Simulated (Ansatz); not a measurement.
# Cu (Copper, Fm-3m): phonons against volume, part 2 of 4

Wanted: mode Grüneisen parameters of Cu (Copper) and a free-energy fit over volumes.

Measurements to reproduce:
- heat capacity C_P per formula unit 24.5 J/mol/K near room temperature (given in “High-Throughput Prediction of Finite-Temperature Properties using the Quasi-Harmonic Approximation”, 2016, arXiv:1603.06924)

Ansatz 0.2.0; DFT PBEsol, scalar-relativistic, plane waves, PAW.

So far. Step 2 (A first coarse run): The start is under -5.6 GPa at this level and looks like a metal on this mesh. Step 4 (Relaxing to small residual forces and stress): The residual pressure is -0.0012 GPa, small enough for phonons.

### 5. Lattice dynamics at this volume, V/V0 1

The same q-mesh and k-mesh are kept at every volume, so that much of their error can cancel in the differences.

The input, input.yaml:

```yaml
crystal:
  lattice:
    - [0.0, 1.7819327899, 1.7819327899]
    - [1.7819327899, 0.0, 1.7819327899]
    - [1.7819327899, 1.7819327899, 0.0]
  atoms:
    - { symbol: Cu, position: [0.0, 0.0, 0.0] }
kpoints:
  mp_grid: { grid: [24, 24, 24] }
hamiltonian:
  xc: pbesol
scf:
  occupations: { method: methfessel_paxton, width: 0.2 }
  lower_state_search: "off"
output:
  eigenvalues: true
phonons:
  method: dfpt
  qmesh: [6, 6, 6]
  temperatures: { t_max: 1000, t_step: 50 }
  qpath:
    path:
      - [[0.0, 0.0, 0.0], [0.5, 0.0, 0.5], [0.625, 0.25, 0.625]]
      - [[0.375, 0.375, 0.75], [0.0, 0.0, 0.0], [0.5, 0.5, 0.5], [0.5, 0.25, 0.75], [0.5, 0.0, 0.5]]
    npoints: 10
```

Run with:

```bash
$ ansatz run input.yaml --threads 8 --pin off --max-ram 16384MiB --backend cpu --events-out ev --progress --plain --runs-dir out
```

Numbers of over 12 decimals in the logs are rounded to 6 here.

Log:

```text
[...]
Crystal: 1 atoms, lattice volume = 11.316 Å³
Basis set: ecut = 420 eV, 229 PW (Γ), exchange–correlation on 36×36×36 points (8 copies of the dense FFT grid, shifted against one another)
Bands: 14, of which v1, the nominal top of the filled ones, is band 10 counted from 1 (9 counted from 0)
Symmetry: 48 space group operations
k-points: 413 of 13824
[...]
SCF iter   1: F=—  HF=-6588.779372 eV  |F-HF|=—  |Δ(HF+E_count)|=         —  Δρ=2.02e-2  dr2=2.38e-2  ethr=1.77e-3  ⟨swp⟩=4.8  Hψ=28043  notcnv=0
[...]
SCF iter   6: F=-6588.773713 eV  HF=-6588.773713 eV  |F-HF|=0.00e0  |Δ(HF+E_count)|=  2.19e-10  S|Δr|=    0.00e0  Δρ=1.17e-7  dr2=4.75e-13  ethr=1.00e-12  ⟨swp⟩=6.7  Hψ=25964  notcnv=0
SCF 1 converged in 6 iterations: F = -6588.773713 eV  dr2 = 4.75e-13
[...]
NSCF: frozen V_eff on 413 k-points
[...]
DFPT response loops at q = (0, 0, 0) (fractional): preconditioner auto → Kerker (q_TF=auto, 2.974 Å⁻¹) (partly filled bands, converged f_vac=0.000); β = 1.00, the filter's whole step (`scf.mixing.beta` (0.50) is not read by the response loops under this deck's `scf.mixing.preconditioner`; to damp them name `kerker` or `kerker_dos`, under which they read `scf.mixing.beta`, and type it under 1.00, their step now; both keys bind the ground state too); Broyden in place of MSR1
[...]
SCF converged after 6 iterations
[...]
Free energy (F): -6588.773713 eV
[...]
Internal energy: -6588.774070 eV  (E = F + TS)
E sigma→0 (E₀):  -6588.773802 eV
Entropy (-TS):   0.000357 eV (0.357 meV/atom)
Fermi energy:    17.533088 eV
[...]
--- Band table (eV; the first three rows and the last of 413) ---
  k-point 0: bands = [... 6 lower, 14.3867, 14.3867, 15.2883, 15.2883, 40.4530, 43.2701, 43.2701, 43.2701]
  k-point 1: bands = [... 6 lower, 14.4000, 14.4000, 15.2829, 15.2829, 40.1524, 42.2435, 43.0453, 43.0453]
  k-point 2: bands = [... 6 lower, 14.4368, 14.4368, 15.2692, 15.2692, 38.7889, 41.4067, 42.5686, 42.5686]
  k-point 412: bands = [... 6 lower, 13.8220, 15.2379, 16.0565, 23.8381, 23.8381, 26.0223, 26.6322, 46.2835]
--- Phonons (Γ-DFPT): 1 representative perturbation + reference (Σ response iterations 3) ---
  ASR residual: 1.719e-5 → 0.000e0 eV/Å²; symmetrization residual: 7.579e-12 eV/Å²
  ASR residual per site (eV/Å²): 1.72e-5
  Γ frequencies (cm⁻¹): 0.00 0.00 0.00
--- Phonons (arbitrary-q DFPT): 16 irreducible q on the 6×6×6 mesh ---
  q = [0.0000, 0.0000, 0.0000] (star 1, of the zone-centre solve; hermiticity 4.91e-8, symmetrization 4.41e-7): -0.00 -0.00 -0.00
  q = [0.0000, 0.0000, 0.1667] (star 8, 1 solved perturbation on 7200 of 13824 k-point pairs; hermiticity 8.55e-13, symmetrization 1.43e-12): 60.64 60.64 141.27
[...]
q = [0.0000, 0.1667, 0.1667] (star 6, 2 solved perturbations in 5784 linear systems a pass and spin channel, the states on 3756 of 13824 k-point pairs; hermiticity 5.05e-13, symmetrization 3.42e-13): 92.60 92.60 138.26
[...]
q = [0.1667, 0.3333, -0.5000] (star 24, 3 solved perturbations on 7200 of 13824 k-point pairs; hermiticity 2.36e-7, symmetrization 4.18e-13): 146.88 180.31 233.66
[...]
sum rule: each row above includes the acoustic sum rule's correction from the zone centre's row sums; it moved no ω² by more than (0.27 cm⁻¹)²
  mesh force constants: q→R imaginary residual 0.00e0; ASR residual 1.719e-5 → 0.000e0 eV/Å²; symmetrization residual 1.776e-15 eV/Å²
  interpolated dispersion: 62 rows × 3 modes
  density of states and harmonic sums: on the 30×30×30 q-mesh, interpolated from the force constants of a 6×6×6 supercell (no non-analytic term)
  largest difference from the sums on the solved wave vectors: F 3.70e-3 eV, S 4.89e-6 and C_V 1.19e-6 eV/K
  zero-point energy: 0.032543 eV/cell   skipped modes (ω ≤ 0): 3   left out of the sums: 3.70e-5 of the cell's modes: C_V's classical limit lies that fraction below 3 k_B per atom; for a crystal, a wire or a layer, F and S can be off by more, and a phonons.interpolated_qmesh denser along its periods is the remedy for the sampling
```

The job ended after 13 min (8 threads of Arm Neoverse N1, shared host; peak memory 5.8 GiB).

Numbers from this step:

- Γ frequencies: 0, 0, 0 cm⁻¹ (negative: imaginary)
- lowest frequency on the path: 0 cm⁻¹
- zero-point energy: 0.03254 eV/cell
- highest frequency: 262.4 cm⁻¹
- Debye temperature from the second moment: 338 K

No LO-TO term. Phonon branches along the path, in cm⁻¹:

```
    point  branch 1  branch 2  branch 3
        Γ         0         0         0
  halfway       130       130       192
        X       181       181       258
  halfway       176       189       252
        U       163       208       235
jump to K       163       208       235
  halfway        94       145       207
        Γ         0         0         0
  halfway        86        86       194
        L       121       121       262
  halfway       146       179       246
        W       179       221       221
  halfway       179       192       247
        X       181       181       258
```

The phonon branches as a text plot (rows in cm⁻¹):

```
    257 |           ****                       *******         **
    246 |         **    *                             *      **
    235 |        *       **  **               *        **   *
    224 |                  **  *             *           ***
    213 |       *                                          *
    202 |                ** *   *                       *   **
    191 |      *       **    **             *          *      *
    180 |           ****         *                    *  ********
    169 |         **    **     *           *         *  *
    159 |    **  *        *                            *
    148 |       *          *    * **                * *
    137 |                   *                      * *
    126 |   *  *             **           *      ****
    115 |                      * *             **
    104 |    **                     *         *
     93 |                       * **     *   *
     82 |  **                               *
     71 |                        *         *
     60 |  *                        *     *
     49 | *                       ** *  *
     38 |                           *    *
     27 | *                          *
     16 |                            *  *
      5 |*                            **
         Γ           X  U|K            Γ         L        W     X
```

Tetrahedra on 30 30 30, mean over bins of 5 cm⁻¹. Phonon density of states against wavenumber; read off at these points:

```
wavenumber (cm⁻¹)  phonon density of states (1/cm⁻¹/cell)
                2                                       0
               12                                  6.0e-5
               28                                  3.9e-4
               38                                  7.6e-4
               52                                 0.00154
               62                                 0.00223
               78                                 0.00359
               88                                 0.00482
              102                                 0.00756
              112                                  0.0107
              128                                  0.0190
              138                                  0.0200
              152                                  0.0217
              162                                  0.0230
              172                                  0.0246
              178                                  0.0234
              188                                  0.0152
              202                                  0.0131
              212                                  0.0107
              228                                  0.0165
              238                                  0.0318
              242                                  0.0330
              252                                  0.0135
              262                                 0.00109
```

Harmonic. Thermo, by row:

```
T (K)  F_vib (meV/atom)  S (J/mol-atom/K)  C_V (J/mol-atom/K)
    0             32.54                 0                   0
   50             32.28             2.001               5.446
  100              29.5             9.063               15.12
  150             22.92             16.17               19.65
  200             12.94             22.15               21.73
  250              0.14             27.12               22.81
  300            -15.04             31.34               23.43
  350            -32.25             34.98               23.82
  400            -51.22             38.18               24.07
  450            -71.76             41.03               24.25
  500             -93.7             43.59               24.38
  550            -116.9             45.92               24.48
  600            -141.3             48.05               24.55
  650            -166.7             50.02               24.61
  700            -193.1             51.84               24.65
  750            -220.4             53.55               24.69
  800            -248.6             55.14               24.72
  850            -277.5             56.64               24.75
  900            -307.2             58.06               24.77
  950            -337.7              59.4               24.79
 1000            -368.8             60.67                24.8
```

Phonopy on the run's constants, 21x21x21 mesh, Gaussian sigma 2.1 cm⁻¹. Modes, Cu against wavenumber; read off at these points:

```
wavenumber (cm⁻¹)  modes, Cu (1/cm⁻¹/cell)
            -10.0                        0
              0.0                   6.0e-5
             10.0                        0
             20.0                   3.0e-4
             30.0                   1.5e-4
             40.0                  0.00105
             50.0                   9.5e-4
             60.0                  0.00181
             70.0                  0.00306
             80.0                  0.00399
             90.0                  0.00464
            100.0                  0.00785
            110.0                  0.00985
            120.0                   0.0166
            130.0                   0.0205
            140.0                   0.0186
            150.0                   0.0204
            160.0                   0.0247
            170.0                   0.0227
            174.0                   0.0272
            180.0                   0.0181
            190.0                   0.0142
            200.0                   0.0138
            210.0                   0.0109
            220.0                  0.00822
            230.0                   0.0220
            240.0                   0.0328
            241.4                   0.0331
            250.0                   0.0170
            260.0                  0.00396
            270.0                        0
```

No mode is imaginary beyond numerical noise at the solved wavevectors.

### 6. A cell at another volume, V/V0 1.015

Symmetry fixes every atom, so a single point at the scaled cell gives the energy and pressure of this member.

input.yaml, the sections that differ from step 5:

```yaml
crystal:
  lattice:
    - [0.0, 1.7907982731, 1.7907982731]
    - [1.7907982731, 0.0, 1.7907982731]
    - [1.7907982731, 1.7907982731, 0.0]
  atoms:
    - { symbol: Cu, position: [0.0, 0.0, 0.0] }
output:
  forces: true
  stress: true
  eigenvalues: true
# kpoints, hamiltonian, scf: as in step 5
# phonons: removed
```

Log:

```text
[...]
Crystal: 1 atoms, lattice volume = 11.486 Å³
Basis set: ecut = 420 eV, 229 PW (Γ), exchange–correlation on 36×36×36 points (8 copies of the dense FFT grid, shifted against one another)
Bands: 14, of which v1, the nominal top of the filled ones, is band 10 counted from 1 (9 counted from 0)
Symmetry: 48 space group operations
[...]
k-points: 413 of 13824
[...]
SCF iter   1: F=—  HF=-6588.778184 eV  |F-HF|=—  |Δ(HF+E_count)|=         —  Δρ=2.03e-2  dr2=2.45e-2  ethr=1.77e-3  ⟨swp⟩=4.9  Hψ=27982  notcnv=0
[...]
SCF iter   5: F=-6588.772416 eV  HF=-6588.772416 eV  |F-HF|=8.73e-11  |Δ(HF+E_count)|=   3.25e-7  S|Δr|=    0.00e0  Δρ=2.98e-6  dr2=4.78e-10  ethr=5.26e-10  ⟨swp⟩=5.7  Hψ=25613  notcnv=0
SCF 1 converged in 5 iterations: F = -6588.772416 eV  dr2 = 4.78e-10
[...]
SCF converged after 5 iterations
[...]
Free energy (F): -6588.772416 eV
[...]
Internal energy: -6588.772864 eV  (E = F + TS)
E sigma→0 (E₀):  -6588.772528 eV
Entropy (-TS):   0.000448 eV (0.448 meV/atom)
Fermi energy:    17.198646 eV
[...]
--- Stress (GPa, compression-positive) ---
       -2.414945       0.000000       0.000000
        0.000000      -2.414945      -0.000000
        0.000000      -0.000000      -2.414945
  P = ⅓ Tr σ = -2.4149 GPa (-24.149 kbar)
--- Band table (eV; the first three rows and the last of 413) ---
  k-point 0: bands = [... 6 lower, 14.1025, 14.1025, 14.9835, 14.9835, 40.0012, 42.7041, 42.7041, 42.7041]
  k-point 1: bands = [... 6 lower, 14.1155, 14.1155, 14.9782, 14.9782, 39.6913, 41.6920, 42.4786, 42.4786]
  k-point 2: bands = [... 6 lower, 14.1515, 14.1515, 14.9650, 14.9650, 38.2955, 40.9020, 42.0024, 42.0024]
  k-point 412: bands = [... 6 lower, 13.5520, 14.9350, 15.7342, 23.4476, 23.4476, 25.6154, 26.1595, 45.7265]
```

It took 1.1 s on 8 threads; peak memory 0.36 GiB.

Numbers from this step:

```yaml
pressure: -2.415 GPa
volume_per_atom: 11.49 Å³/atom
```

The run ends at a pressure of -2.41 GPa.

### 7. Phonons, V/V0 1.015

The same q-mesh and k-mesh are kept at every volume, so that much of their error can cancel in the differences.

input.yaml, the sections that differ from step 6:

```yaml
output:
  eigenvalues: true
phonons:
  method: dfpt
  qmesh: [6, 6, 6]
  temperatures: { t_max: 1000, t_step: 50 }
  qpath:
    path:
      - [[0.0, 0.0, 0.0], [0.5, 0.0, 0.5], [0.625, 0.25, 0.625]]
      - [[0.375, 0.375, 0.75], [0.0, 0.0, 0.0], [0.5, 0.5, 0.5], [0.5, 0.25, 0.75], [0.5, 0.0, 0.5]]
    npoints: 10
# crystal, kpoints, hamiltonian, scf: as in step 6
```

Log:

```text
[...]
Crystal: 1 atoms, lattice volume = 11.486 Å³
Basis set: ecut = 420 eV, 229 PW (Γ), exchange–correlation on 36×36×36 points (8 copies of the dense FFT grid, shifted against one another)
Bands: 14, of which v1, the nominal top of the filled ones, is band 10 counted from 1 (9 counted from 0)
Symmetry: 48 space group operations
k-points: 413 of 13824
[...]
k-point 412: bands = [... 6 lower, 13.5520, 14.9350, 15.7342, 23.4476, 23.4476, 25.6154, 26.1595, 45.7265]
[...]
ASR residual: 3.167e-5 → 0.000e0 eV/Å²; symmetrization residual: 6.670e-12 eV/Å²
  ASR residual per site (eV/Å²): 3.17e-5
  Γ frequencies (cm⁻¹): 0.00 0.00 0.00
--- Phonons (arbitrary-q DFPT): 16 irreducible q on the 6×6×6 mesh ---
[...]
interpolated dispersion: 62 rows × 3 modes
[...]
[key lines of the parts left out:]
SCF converged after 6 iterations
Free energy (F): -6588.772416 eV
Fermi energy:    17.198653 eV
```

Wall time 13 min (8 threads); peak memory 5.9 GiB.

No LO-TO term. Phonon branches along the path, in cm⁻¹:

```
    point  branch 1  branch 2  branch 3
        Γ         0         0         0
  halfway       126       126       185
        X       176       176       250
  halfway       171       183       244
        U       158       201       227
jump to K       158       201       227
  halfway        91       140       200
        Γ         0         0         0
  halfway        84        84       188
        L       118       118       253
  halfway       142       174       238
        W       174       214       214
  halfway       173       186       238
        X       176       176       250
```

The phonon branches as a text plot (rows in cm⁻¹):

```
    248 |           ****                       *******         **
    238 |         **    *                             *      **
    227 |        *       **  **               *        **   *
    216 |                  **  *             *           ***
    206 |       *         *                                *
    195 |                *  *   *                       *   **
    185 |      *       **    **             *          *      *
    174 |           ****         *                    *  ********
    164 |         **    **     *           *         *  *
    153 |    **  *        **                           *
    143 |       *               * **                * *
    132 |                   *                      ***
    121 |   *  *             **  *        *     ****
    111 |                      *               *
    100 |    **                     *        **
     90 |  *                    * **     *
     79 |   *                               *
     69 |                        *         *
     58 |  *                      ***     *
     48 | *                          *  *
     37 |                           *    *
     26 | *                          *
     16 |                            *  *
      5 |*                            **
         Γ           X  U|K            Γ         L        W     X
```

No mode is imaginary beyond numerical noise at the solved wavevectors.

### 8. Single point at a scaled cell, V/V0 0.985

Symmetry fixes every atom, so a single point at the scaled cell gives the energy and pressure of this member.

input.yaml, the sections that differ from step 7:

```yaml
crystal:
  lattice:
    - [0.0, 1.7729782027, 1.7729782027]
    - [1.7729782027, 0.0, 1.7729782027]
    - [1.7729782027, 1.7729782027, 0.0]
  atoms:
    - { symbol: Cu, position: [0.0, 0.0, 0.0] }
output:
  forces: true
  stress: true
  eigenvalues: true
# kpoints, hamiltonian, scf: as in step 7
# phonons: removed
```

Log:

```text
[...]
Crystal: 1 atoms, lattice volume = 11.147 Å³
Basis set: ecut = 420 eV, 229 PW (Γ), exchange–correlation on 36×36×36 points (8 copies of the dense FFT grid, shifted against one another)
Bands: 14, of which v1, the nominal top of the filled ones, is band 10 counted from 1 (9 counted from 0)
Symmetry: 48 space group operations
[...]
k-points: 413 of 13824
[...]
--- Band table (eV; the first three rows and the last of 413) ---
  k-point 0: bands = [... 6 lower, 14.6794, 14.6794, 15.6024, 15.6024, 40.9164, 43.8502, 43.8502, 43.8502]
  k-point 1: bands = [... 6 lower, 14.6929, 14.6929, 15.5968, 15.5968, 40.6250, 42.8093, 43.6261, 43.6261]
  k-point 2: bands = [... 6 lower, 14.7306, 14.7306, 15.5827, 15.5827, 39.2942, 41.9257, 43.1489, 43.1489]
  k-point 412: bands = [... 6 lower, 14.1000, 15.5499, 16.3886, 24.2412, 24.2412, 26.4424, 27.1192, 46.8563]
[key lines of the parts left out:]
SCF converged after 5 iterations
Free energy (F): -6588.772336 eV
Fermi energy:    17.877895 eV
P = ⅓ Tr σ = 2.6380 GPa (26.380 kbar)
```

Wall time 1.1 s (8 threads); peak memory 0.35 GiB.

The run ends at a pressure of 2.64 GPa.

### 9. Lattice dynamics at this volume, V/V0 0.985

The same q-mesh and k-mesh are kept at every volume, so that much of their error can cancel in the differences.

input.yaml, the sections that differ from step 8:

```yaml
output:
  eigenvalues: true
phonons:
  method: dfpt
  qmesh: [6, 6, 6]
  temperatures: { t_max: 1000, t_step: 50 }
  qpath:
    path:
      - [[0.0, 0.0, 0.0], [0.5, 0.0, 0.5], [0.625, 0.25, 0.625]]
      - [[0.375, 0.375, 0.75], [0.0, 0.0, 0.0], [0.5, 0.5, 0.5], [0.5, 0.25, 0.75], [0.5, 0.0, 0.5]]
    npoints: 10
# crystal, kpoints, hamiltonian, scf: as in step 8
```

Log:

```text
[...]
Crystal: 1 atoms, lattice volume = 11.147 Å³
Basis set: ecut = 420 eV, 229 PW (Γ), exchange–correlation on 36×36×36 points (8 copies of the dense FFT grid, shifted against one another)
Bands: 14, of which v1, the nominal top of the filled ones, is band 10 counted from 1 (9 counted from 0)
Symmetry: 48 space group operations
k-points: 413 of 13824
[...]
k-point 412: bands = [... 6 lower, 14.1000, 15.5499, 16.3887, 24.2412, 24.2412, 26.4424, 27.1192, 46.8563]
[...]
ASR residual: 1.867e-6 → 0.000e0 eV/Å²; symmetrization residual: 3.335e-12 eV/Å²
  ASR residual per site (eV/Å²): 1.87e-6
  Γ frequencies (cm⁻¹): 0.00 0.00 0.00
--- Phonons (arbitrary-q DFPT): 16 irreducible q on the 6×6×6 mesh ---
[...]
interpolated dispersion: 62 rows × 3 modes
[...]
[key lines of the parts left out:]
SCF converged after 6 iterations
Free energy (F): -6588.772336 eV
Fermi energy:    17.877901 eV
```

Wall time 13 min (8 threads); peak memory 5.8 GiB; 88 min of CPU time.

No mode is imaginary beyond numerical noise at the solved wavevectors.

(Part 2 of 4 ends here.)

[Logs are printed without paths, hosts, clocks, repeated set-up lines and the standing remarks that a program may print on its own settings, such as how far it seeks lower states.]

[Hosts, paths, dates, database ids (printed as entryN), source tags and the programs' standing remarks are cut or masked in the printed files.]

[A step with changed settings may run another functional than the one named; its input shows which.]

[Of the runs on displaced cells, only some may be shown.]
